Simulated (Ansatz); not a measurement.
# Se on Ru(0001): change of the work function, part 2 of 4

Aim: the work function of Ru(0001) at several coverages of Se (fcc site), and the dipole that each adsorbate carries.

Ansatz 0.2.0; plane-wave DFT, PBE, Ansatz PAW.

So far, work function, upper face (eV): step 2 (the clean slab) 5.05.

### 3. The covered slab, k-mesh 4×4×1, coverage 0.111 ML

System of this step: Se/Ru(0001). The cell holds 37 atoms: 36 Ru and 1 Se. Cell: a = 8.100 Å, b = 8.100 Å, c = 26.634 Å, α = 90.0°, β = 90.0°, γ = 60.0°. Vacuum lies along c.

The clean slab as it ended is repeated in the plane and the adsorbate is set on one face; the cell's size fixes the coverage, and the k-mesh shrinks with it to keep the sampling density about even. Adsorbate and upper layers relax, since the dipole depends on the height.

input.yaml reads:

```yaml
crystal:
  lattice:
    - [8.1, 0.0, 0.0]
    - [4.05, 7.0148057706, 0.0]
    - [0.0, 0.0, 26.6344171137]
  atoms:
    - { symbol: Ru, position: [0.2222222222, 0.2222222222, 0.3379086526] }
    - { symbol: Ru, position: [0.0, 0.0, 0.4181957485] }
    - { symbol: Ru, position: [0.2222222222, 0.2222222222, 0.4992108029] }
    - { symbol: Ru, position: [0.0, 0.0, 0.5774974233] }
    - { symbol: Ru, position: [0.2222222222, 0.5555555556, 0.3379086526] }
    - { symbol: Ru, position: [0.0, 0.3333333333, 0.4181957485] }
    - { symbol: Ru, position: [0.2222222222, 0.5555555556, 0.4992108029] }
    - { symbol: Ru, position: [0.0, 0.3333333333, 0.5774974233] }
    - { symbol: Ru, position: [0.2222222222, 0.8888888889, 0.3379086526] }
    - { symbol: Ru, position: [0.0, 0.6666666667, 0.4181957485] }
    - { symbol: Ru, position: [0.2222222222, 0.8888888889, 0.4992108029] }
    - { symbol: Ru, position: [0.0, 0.6666666667, 0.5774974233] }
    - { symbol: Ru, position: [0.5555555556, 0.2222222222, 0.3379086526] }
    - { symbol: Ru, position: [0.3333333333, 0.0, 0.4181957485] }
    - { symbol: Ru, position: [0.5555555556, 0.2222222222, 0.4992108029] }
    - { symbol: Ru, position: [0.3333333333, 0.0, 0.5774974233] }
    - { symbol: Ru, position: [0.5555555556, 0.5555555556, 0.3379086526] }
    - { symbol: Ru, position: [0.3333333333, 0.3333333333, 0.4181957485] }
    - { symbol: Ru, position: [0.5555555556, 0.5555555556, 0.4992108029] }
    - { symbol: Ru, position: [0.3333333333, 0.3333333333, 0.5774974233] }
    - { symbol: Ru, position: [0.5555555556, 0.8888888889, 0.3379086526] }
    - { symbol: Ru, position: [0.3333333333, 0.6666666667, 0.4181957485] }
    - { symbol: Ru, position: [0.5555555556, 0.8888888889, 0.4992108029] }
    - { symbol: Ru, position: [0.3333333333, 0.6666666667, 0.5774974233] }
    - { symbol: Ru, position: [0.8888888889, 0.2222222222, 0.3379086526] }
    - { symbol: Ru, position: [0.6666666667, 0.0, 0.4181957485] }
    - { symbol: Ru, position: [0.8888888889, 0.2222222222, 0.4992108029] }
    - { symbol: Ru, position: [0.6666666667, 0.0, 0.5774974233] }
    - { symbol: Ru, position: [0.8888888889, 0.5555555556, 0.3379086526] }
    - { symbol: Ru, position: [0.6666666667, 0.3333333333, 0.4181957485] }
    - { symbol: Ru, position: [0.8888888889, 0.5555555556, 0.4992108029] }
    - { symbol: Ru, position: [0.6666666667, 0.3333333333, 0.5774974233] }
    - { symbol: Ru, position: [0.8888888889, 0.8888888889, 0.3379086526] }
    - { symbol: Ru, position: [0.6666666667, 0.6666666667, 0.4181957485] }
    - { symbol: Ru, position: [0.8888888889, 0.8888888889, 0.4992108029] }
    - { symbol: Ru, position: [0.6666666667, 0.6666666667, 0.5774974233] }
    - { symbol: Se, position: [0.1111111111, 0.1111111111, 0.6620913474] }
kpoints:
  mp_grid: { grid: [4, 4, 1] }
hamiltonian:
  xc: pbe
scf:
  occupations: { method: fermi_dirac, width: 0.1 }
  convergence: { dr2_threshold: 1.0e-08 }
efield:
  axis: 3
  dipole_correction: true
  ramp_position: 0.97
  ramp_width: 0.06
relax:
  f_tol: 0.02
  max_steps: 60
  constraints:
    - { sites: [0, 1, 4, 5, 8, 9, 12, 13, 16, 17, 20, 21, 24, 25, 28, 29, 32, 33] }
output:
  write_potential: true
  write_density: true
  volumetric_format: npy
```

Run with:

```
$ ansatz run input.yaml --threads 4 --pin off --max-ram 16384MiB --backend cpu --events-out ev --progress --plain --runs-dir out
```

Numbers of over 12 decimals in the logs are rounded to 6 here.

The program printed:

```text
[...]
Crystal: 37 atoms, lattice volume = 1513.366 Å³
Basis set: ecut = 420 eV, 29663 PW (Γ), exchange–correlation on 120×120×360 points (8 copies of the dense FFT grid, shifted against one another)
Bands: 356, of which v1, the nominal top of the filled ones, is band 296 counted from 1 (295 counted from 0)
Symmetry: 6 space group operations
[...]
k-points: 4 of 16 (time reversal used)
[...]
SCF iter   1: F=—  HF=-217085.736619 eV  |F-HF|=—  |Δ(HF+E_count)|=         —  Δρ=9.20e-3  dr2=6.94e0  ethr=1.77e-3  p=0.028 e·Å  D=3.36e-3 V/Å  ΔV_dip=-0.09 eV  dr2_dipole=4.14e-4  V_vac-E_F(+/−)=4.64/4.73 eV  ⟨swp⟩=7.2  Hψ=5847  notcnv=0  defer=4
[...]
SCF iter  11: F=-217085.554542 eV  HF=-217085.554542 eV  |F-HF|=3.75e-8  |Δ(HF+E_count)|=   1.63e-9  Δρ=2.65e-7  dr2=1.36e-9  ethr=1.69e-12  p=-0.023 e·Å  D=-2.71e-3 V/Å  ΔV_dip=0.07 eV  dr2_dipole=2.04e-10  V_vac-E_F(+/−)=5.14/5.07 eV  ⟨swp⟩=10.2  Hψ=9973  notcnv=0
SCF 1 converged in 11 iterations: F = -217085.554542 eV  dr2 = 1.36e-9
[...]
relax step   1: F+E_penalty+E_count = -217085.55454160 eV  Δ(F+E_penalty+E_count) = +0.000e0 eV  max|allowed force component| = 2.764e0 eV/Å  Δτ_max = 0.0000 Å  (11 SCF iters, accepted)
[...]
SCF iter   9: F=-217086.062501 eV  HF=-217086.062501 eV  |F-HF|=5.33e-8  |Δ(HF+E_count)|=   2.84e-7  Δρ=5.62e-7  dr2=6.37e-9  ethr=1.69e-12  p=0.020 e·Å  D=2.42e-3 V/Å  ΔV_dip=-0.06 eV  dr2_dipole=5.02e-11  V_vac-E_F(+/−)=5.01/5.07 eV  ⟨swp⟩=10.8  Hψ=10282  notcnv=0
SCF 2 converged in 9 iterations: F = -217086.062501 eV  dr2 = 6.37e-9
relax step   2: F+E_penalty+E_count = -217086.06250142 eV  Δ(F+E_penalty+E_count) = -5.080e-1 eV  max|allowed force component| = 1.069e0 eV/Å  Δτ_max = 0.1996 Å  (9 SCF iters, accepted)
SCF iter   1: F=—  HF=-217086.124438 eV  |F-HF|=—  |Δ(HF+E_count)|=         —  Δρ=2.58e-3  dr2=1.96e-1  ethr=3.46e-4  p=0.020 e·Å  D=2.42e-3 V/Å  ΔV_dip=-0.06 eV  dr2_dipole=3.10e-2  V_vac-E_F(+/−)=5.01/5.08 eV  ⟨swp⟩=4.2  Hψ=3180  notcnv=0  defer=7
[...]
SCF iter   9: F=-217086.108185 eV  HF=-217086.108185 eV  |F-HF|=4.30e-8  |Δ(HF+E_count)|=   1.36e-7  Δρ=5.46e-7  dr2=6.24e-9  ethr=1.69e-12  p=0.032 e·Å  D=3.88e-3 V/Å  ΔV_dip=-0.10 eV  dr2_dipole=2.22e-10  V_vac-E_F(+/−)=4.98/5.08 eV  ⟨swp⟩=11.0  Hψ=10503  notcnv=0
SCF 3 converged in 9 iterations: F = -217086.108185 eV  dr2 = 6.24e-9
relax step   3: F+E_penalty+E_count = -217086.10818547 eV  Δ(F+E_penalty+E_count) = -4.568e-2 eV  max|allowed force component| = 5.249e-1 eV/Å  Δτ_max = 0.1659 Å  (9 SCF iters, accepted)
[...]
relax step   4: F+E_penalty+E_count = -217086.12915334 eV  Δ(F+E_penalty+E_count) = -2.097e-2 eV  max|allowed force component| = 5.719e-2 eV/Å  Δτ_max = 0.0642 Å  (9 SCF iters, accepted)
[...]
relax step   5: F+E_penalty+E_count = -217086.12950978 eV  Δ(F+E_penalty+E_count) = -3.564e-4 eV  max|allowed force component| = 3.630e-2 eV/Å  Δτ_max = 0.0053 Å  (7 SCF iters, accepted)
SCF iter   1: F=—  HF=-217086.128120 eV  |F-HF|=—  |Δ(HF+E_count)|=         —  Δρ=5.43e-5  dr2=6.65e-5  ethr=4.45e-7  p=0.029 e·Å  D=3.49e-3 V/Å  ΔV_dip=-0.09 eV  dr2_dipole=4.24e-7  V_vac-E_F(+/−)=4.98/5.08 eV  ⟨swp⟩=2.0  Hψ=2260  notcnv=0  defer=7
[...]
SCF iter   6: F=-217086.129629 eV  HF=-217086.129629 eV  |F-HF|=2.49e-8  |Δ(HF+E_count)|=   8.00e-8  Δρ=2.51e-7  dr2=2.20e-9  ethr=1.69e-12  p=0.030 e·Å  D=3.55e-3 V/Å  ΔV_dip=-0.09 eV  dr2_dipole=9.36e-11  V_vac-E_F(+/−)=4.98/5.08 eV  ⟨swp⟩=10.0  Hψ=9858  notcnv=0
SCF 6 converged in 6 iterations: F = -217086.129629 eV  dr2 = 2.20e-9
relax step   6: F+E_penalty+E_count = -217086.12962875 eV  Δ(F+E_penalty+E_count) = -1.190e-4 eV  max|allowed force component| = 1.305e-3 eV/Å  Δτ_max = 0.0019 Å  (6 SCF iters, accepted)
NSCF: frozen V_eff on 4 k-points
[...]
WARN: The output density's exchange-correlation potential varies sharply where the density is thin. Do not read a vacuum level from v_tot or v_xc, or from such a field of the output density. On a cell that repeats whose density bears no net charge and no dipole along the vacuum's axis use v_es (v_loc + v_h of the components); under efield.dipole_correction with no amplitude use v_es + v_field, which holds any externa [...]
SCF converged after 6 iterations
Free energy (F): -217086.129629 eV
[...]
Internal energy: -217084.726820 eV  (E = F + TS)
E sigma→0 (E₀):  -217085.428224 eV
Entropy (-TS):   -1.402809 eV (-37.914 meV/atom)
Fermi energy:    4.452763 eV
Dipole field:    D = 0.003545 V/Å  (p = 0.029651 e·Å, saw-weighted, corrected)
Work function:   Φ+ = 4.9817 eV   Φ− = 5.0762 eV
[...]
--- Forces (eV/Å), atoms counted from 1 ---
  atom   1  Ru    -0.00225114    -0.00129970     0.45007493
  atom   2  Ru     0.00464682     0.00268284    -0.37038442
  atom   3  Ru    -0.00039198    -0.00022631    -0.00068434
  atom   4  Ru     0.00025374     0.00014650     0.00013831
  atom   5  Ru    -0.04178358     0.02412376     0.50851484
  atom   6  Ru    -0.00000000    -0.00536569    -0.37038442
  atom   7  Ru    -0.00087527     0.00050534    -0.00045302
  atom   8  Ru    -0.00000000    -0.00029300     0.00013831
  atom   9  Ru     0.00000000     0.00259939     0.45007493
  atom  10  Ru     0.06490893    -0.03747519    -0.55288135
  atom  11  Ru     0.00000000     0.00045262    -0.00068434
  atom  12  Ru    -0.00112974     0.00065225    -0.00031452
  atom  13  Ru     0.00000000    -0.04824752     0.50851484
  atom  14  Ru    -0.00464682     0.00268284    -0.37038442
  atom  15  Ru     0.00000000    -0.00101067    -0.00045302
  atom  16  Ru    -0.00025374     0.00014650     0.00013831
  atom  17  Ru     0.04178358     0.02412376     0.50851484
  atom  18  Ru    -0.01071275    -0.00618501    -0.45771683
  atom  19  Ru     0.00087527     0.00050534    -0.00045302
  atom  20  Ru     0.00038492     0.00022223     0.00003399
  atom  21  Ru    -0.02479346     0.01431451     0.42284451
  atom  22  Ru    -0.00000000     0.01237002    -0.45771683
  atom  23  Ru    -0.00026639     0.00015380     0.00097287
  atom  24  Ru    -0.00000000    -0.00044446     0.00003399
  atom  25  Ru     0.00225114    -0.00129970     0.45007493
  atom  26  Ru    -0.00000000     0.07495038    -0.55288135
  atom  27  Ru     0.00039198    -0.00022631    -0.00068434
  atom  28  Ru     0.00000000    -0.00130451    -0.00031452
  atom  29  Ru     0.00000000    -0.02862902     0.42284451
  atom  30  Ru     0.01071275    -0.00618501    -0.45771683
  atom  31  Ru     0.00000000    -0.00030760     0.00097287
  atom  32  Ru    -0.00038492     0.00022223     0.00003399
  atom  33  Ru     0.02479346     0.01431451     0.42284451
  atom  34  Ru    -0.06490893    -0.03747519    -0.55288135
  atom  35  Ru     0.00026639     0.00015380     0.00097287
  atom  36  Ru     0.00112974     0.00065225    -0.00031452
  atom  37  Se     0.00000000    -0.00000000    -0.00041910
  max |Σ_I F_I| component: 1.59e-5 eV/Å
--- Band table (eV) ---
  k-point 0: bands = [... 292 lower, 4.6413, 4.7346, 4.7346, 4.7595, 4.7730, 4.7730, 4.7872, 4.8184, ... 56 higher]
  k-point 1: bands = [... 292 lower, 4.3866, 4.3947, 4.4100, 4.4900, 4.5372, 4.5489, 4.5756, 4.6099, ... 56 higher]
  k-point 2: bands = [... 292 lower, 4.1622, 4.1901, 4.3252, 4.3840, 4.4575, 4.4929, 4.5846, 4.6162, ... 56 higher]
  k-point 3: bands = [... 292 lower, 4.1947, 4.2435, 4.2843, 4.3015, 4.3585, 4.4722, 4.4886, 4.5214, ... 56 higher]
--- Relaxed structure (6 steps of the walk, 6 accepted, 0 SCFs on fresh bases) ---
  F+E_penalty+E_count = -217086.12962875 eV   max|allowed force component| = 1.305e-3 eV/Å
  atoms:
    - { symbol: Ru, position: [0.222222, 0.222222, 0.337909] }
    - { symbol: Ru, position: [1.1111101403313758e-11, 1.1111101403313757e-11, 0.4181957485] }
    - { symbol: Ru, position: [0.222090, 0.222090, 0.499171] }
    - { symbol: Ru, position: [-0.000461825, -0.000461825, 0.578986] }
    - { symbol: Ru, position: [0.222222, 0.555556, 0.337909] }
    - { symbol: Ru, position: [1.1111139786024182e-11, 0.333333, 0.4181957485] }
    - { symbol: Ru, position: [0.221322, 0.556006, 0.499310] }
    - { symbol: Ru, position: [-0.000461825, 0.334257, 0.578986] }
    - { symbol: Ru, position: [0.222222, 0.888889, 0.337909] }
    - { symbol: Ru, position: [-2.2222168549745902e-11, 0.666667, 0.4181957485] }
    - { symbol: Ru, position: [0.222090, 0.889153, 0.499171] }
    - { symbol: Ru, position: [0.000448713, 0.666442, 0.576915] }
    - { symbol: Ru, position: [0.555556, 0.222222, 0.337909] }
    - { symbol: Ru, position: [0.333333, 1.1111101403313757e-11, 0.4181957485] }
    - { symbol: Ru, position: [0.556006, 0.221322, 0.499310] }
    - { symbol: Ru, position: [0.334257, -0.000461825, 0.578986] }
    - { symbol: Ru, position: [0.555556, 0.555556, 0.337909] }
    - { symbol: Ru, position: [0.333333, 0.333333, 0.4181957485] }
    - { symbol: Ru, position: [0.556006, 0.556006, 0.499310] }
    - { symbol: Ru, position: [0.335492, 0.335492, 0.577416] }
    - { symbol: Ru, position: [0.555556, 0.888889, 0.337909] }
    - { symbol: Ru, position: [0.333333, 0.666667, 0.4181957485] }
    - { symbol: Ru, position: [0.556340, 0.888497, 0.498471] }
    - { symbol: Ru, position: [0.335492, 0.662349, 0.577416] }
    - { symbol: Ru, position: [0.888889, 0.222222, 0.337909] }
    - { symbol: Ru, position: [0.666667, -2.2222234688031943e-11, 0.4181957485] }
    - { symbol: Ru, position: [0.889153, 0.222090, 0.499171] }
    - { symbol: Ru, position: [0.666442, 0.000448713, 0.576915] }
    - { symbol: Ru, position: [0.888889, 0.555556, 0.337909] }
    - { symbol: Ru, position: [0.666667, 0.333333, 0.4181957485] }
    - { symbol: Ru, position: [0.888497, 0.556340, 0.498471] }
    - { symbol: Ru, position: [0.662349, 0.335492, 0.577416] }
    - { symbol: Ru, position: [0.888889, 0.888889, 0.337909] }
    - { symbol: Ru, position: [0.666667, 0.666667, 0.4181957485] }
    - { symbol: Ru, position: [0.888497, 0.888497, 0.498471] }
    - { symbol: Ru, position: [0.666442, 0.666442, 0.576915] }
    - { symbol: Se, position: [0.111111, 0.111111, 0.650781] }
```

It took 12 min on 4 threads of Arm Neoverse V1, shared host; peak memory 9 GiB; 34 min of CPU time.

The steps of the relaxation:

| step | energy less that of the first step (eV) | largest force component (eV/Å) |
| --- | --- | --- |
| 1 | 0.0000 | 2.7635 |
| 2 | -0.5080 | 1.0695 |
| 3 | -0.5536 | 0.5249 |
| 4 | -0.5746 | 0.0572 |
| 5 | -0.5750 | 0.0363 |
| 6 | -0.5751 | 0.0013 |

The run keeps the 6 symmetry operations that it works with, so distortions that break them were not tested.

The atoms that moved most (Å):

| atom | dx | dy | dz | length |
| --- | --- | --- | --- | --- |
| Se37 | 0.000 | 0.000 | -0.301 | 0.301 |
| Ru4 | -0.006 | -0.003 | 0.040 | 0.040 |
| Ru16 | 0.006 | -0.003 | 0.040 | 0.040 |
| Ru8 | 0.000 | 0.006 | 0.040 | 0.040 |
| Ru24 | 0.000 | -0.030 | -0.002 | 0.030 |
| Ru20 | 0.026 | 0.015 | -0.002 | 0.030 |
| Ru32 | -0.026 | 0.015 | -0.002 | 0.030 |
| Ru23 | 0.005 | -0.003 | -0.020 | 0.020 |

Final coordinates:

```cif
data_structure
_symmetry_space_group_name_H-M 'P 1'
_symmetry_Int_Tables_number 1
_cell_length_a 8.1000
_cell_length_b 8.1000
_cell_length_c 26.6344
_cell_angle_alpha 90.000
_cell_angle_beta 90.000
_cell_angle_gamma 60.000
_cell_volume 1513.37
loop_
_atom_site_label
_atom_site_type_symbol
_atom_site_fract_x
_atom_site_fract_y
_atom_site_fract_z
_atom_site_occupancy
Ru1 Ru 0.22222 0.22222 0.33791 1
Ru2 Ru 0.00000 0.00000 0.41820 1
Ru3 Ru 0.22209 0.22209 0.49917 1
Ru4 Ru 0.99954 0.99954 0.57899 1
Ru5 Ru 0.22222 0.55556 0.33791 1
Ru6 Ru 0.00000 0.33333 0.41820 1
Ru7 Ru 0.22132 0.55601 0.49931 1
Ru8 Ru 0.99954 0.33426 0.57899 1
Ru9 Ru 0.22222 0.88889 0.33791 1
Ru10 Ru 0.00000 0.66667 0.41820 1
Ru11 Ru 0.22209 0.88915 0.49917 1
Ru12 Ru 0.00045 0.66644 0.57691 1
Ru13 Ru 0.55556 0.22222 0.33791 1
Ru14 Ru 0.33333 0.00000 0.41820 1
Ru15 Ru 0.55601 0.22132 0.49931 1
Ru16 Ru 0.33426 0.99954 0.57899 1
Ru17 Ru 0.55556 0.55556 0.33791 1
Ru18 Ru 0.33333 0.33333 0.41820 1
Ru19 Ru 0.55601 0.55601 0.49931 1
Ru20 Ru 0.33549 0.33549 0.57742 1
Ru21 Ru 0.55556 0.88889 0.33791 1
Ru22 Ru 0.33333 0.66667 0.41820 1
Ru23 Ru 0.55634 0.88850 0.49847 1
Ru24 Ru 0.33549 0.66235 0.57742 1
Ru25 Ru 0.88889 0.22222 0.33791 1
Ru26 Ru 0.66667 0.00000 0.41820 1
Ru27 Ru 0.88915 0.22209 0.49917 1
Ru28 Ru 0.66644 0.00045 0.57691 1
Ru29 Ru 0.88889 0.55556 0.33791 1
Ru30 Ru 0.66667 0.33333 0.41820 1
Ru31 Ru 0.88850 0.55634 0.49847 1
Ru32 Ru 0.66235 0.33549 0.57742 1
Ru33 Ru 0.88889 0.88889 0.33791 1
Ru34 Ru 0.66667 0.66667 0.41820 1
Ru35 Ru 0.88850 0.88850 0.49847 1
Ru36 Ru 0.66644 0.66644 0.57691 1
Se37 Se 0.11111 0.11111 0.65078 1
```

This step gave:

```
energy at zero smearing        : -217085.4282 eV
work function, upper face      : 4.982 eV
work function, lower face      : 5.076 eV
dipole along the normal        : 0.02965 e·Å
step between the vacuum levels : -0.09443 eV
```

Running mean over 2.138 Å of the planar mean; the ramp of the sawtooth is left out. The electron's electrostatic potential energy less the Fermi level by z:

| z (Å) | electron's electrostatic potential energy less the Fermi level (eV) |
| --- | --- |
| 4 | 5.08 |
| 5 | 5.07 |
| 6 | 4.99 |
| 7 | 3.94 |
| 8 | -6.27 |
| 9 | -14.2 |
| 10 | -14.7 |
| 11 | -14.8 |
| 12 | -14.7 |
| 13 | -14.9 |
| 14 | -15.2 |
| 15 | -14.8 |
| 16 | -11.8 |
| 17 | 0.777 |
| 18 | 3.88 |
| 19 | 4.74 |
| 20 | 4.97 |
| 21 | 4.98 |
| 22 | 4.98 |
| 23 | 4.98 |

The relaxation took 6 steps and lowered the energy by 0.58 eV; the largest force on the free atoms ends at 0.0013 eV/Å.

The covered face has 4.98 eV, -0.06 eV against the clean one; the bare back face has moved by +0.00 eV, a measure of how thin the slab is.

(Continued in part 3 of 4.)

[Logs are printed without paths, hosts, clocks, repeated set-up lines and the standing remarks that a program may print on its own settings, such as how far it seeks lower states.]

[Hosts, paths, dates, database ids (printed as entryN), source tags and the programs' standing remarks are cut or masked in the printed files.]

[Maps of the electrostatic potential energy from Ansatz leave out the sawtooth potential of an applied field or a dipole correction, so their vacuum need not be flat; planar profiles and work functions include it.]
